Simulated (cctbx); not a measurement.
## What resolution and counting buy: Ti2AlNi2Bi

Space group P6/mmm (no. 191), a = 9.0050 Å, b = 9.0050 Å, c = 3.9880 Å, α = 90.00°, β = 90.00°, γ = 120.00°.

| atom | mult. | x | y | z | Ueq (Å²) |
| --- | --- | --- | --- | --- | --- |
| Bi1 | 1 | 0 | 0 | 0 | 0.0172 |
| Bi2 | 2 | 1/3 | 2/3 | 1/2 | 0.0136 |
| Ni1 | 6 | 0.1811 | 0.3622 | 0 | 0.0173 |
| Ti1 | 6 | 0.3023 | 0 | 1/2 | 0.0166 |
| Al1 | 3 | 1/2 | 0 | 0 | 0.0213 |

The model is made up (kin elements in a known structure type, no relaxation), so it says nothing on whether the phase exists.

Five simulated data sets (cctbx; Ag Kα, λ = 0.56087 Å; 4 % proportional error) differ in resolution or exposure (noise floor 2 counts in the first three, 8 in the last two). Each is refined with the right model, isotropic at 1.1 Å and anisotropic otherwise. How do the figures of merit and the uncertainties move?

| d min (Å) | top counts | ⟨I/σ⟩ (unmerged, absences included) | unique | param. (scale apart) | Rint | R1 | GooF | largest s.u. xyz (fractional) | s.u. U of Al1 (Å²) | largest error (Å) |
| --- | --- | --- | --- | --- | --- | --- | --- | --- | --- | --- |
| 1.1 | 40000 | 17.2 | 63 | 7 | 0.030 | 0.0107 | 1.53 | 0.00026 | 0.0015 | 0.0023 |
| 0.84 | 40000 | 17.9 | 126 | 15 | 0.029 | 0.0085 | 0.97 | 0.00008 | 0.0006 | 0.0011 |
| 0.6 | 40000 | 13.4 | 311 | 15 | 0.035 | 0.0090 | 0.89 | 0.00006 | 0.0004 | 0.0001 |
| 0.75 | 300 | 1.1 | 166 | 15 | 0.465 | 0.0771 | 0.96 | 0.00189 | 0.0225 | 0.0123 |
| 0.75 | 3000 | 5.4 | 166 | 15 | 0.089 | 0.0245 | 0.97 | 0.00033 | 0.0030 | 0.0012 |

GooF reaches 1.53 where the model lacks something that the data hold (anisotropy at the isotropic level, for one). The s.u. of U for Al1 goes 0.0015, 0.0006, 0.0004 Å² with resolution and 0.0225, 0.0030 Å² with exposure.

The 1.1 Å row also differs in its displacement model, so it isn't a clean test of resolution.

Hardware for the 0.6 Å refinement: 0.36 s on 1 thread of Arm Neoverse V2, with other jobs on the host, peak memory 0.09 GiB.
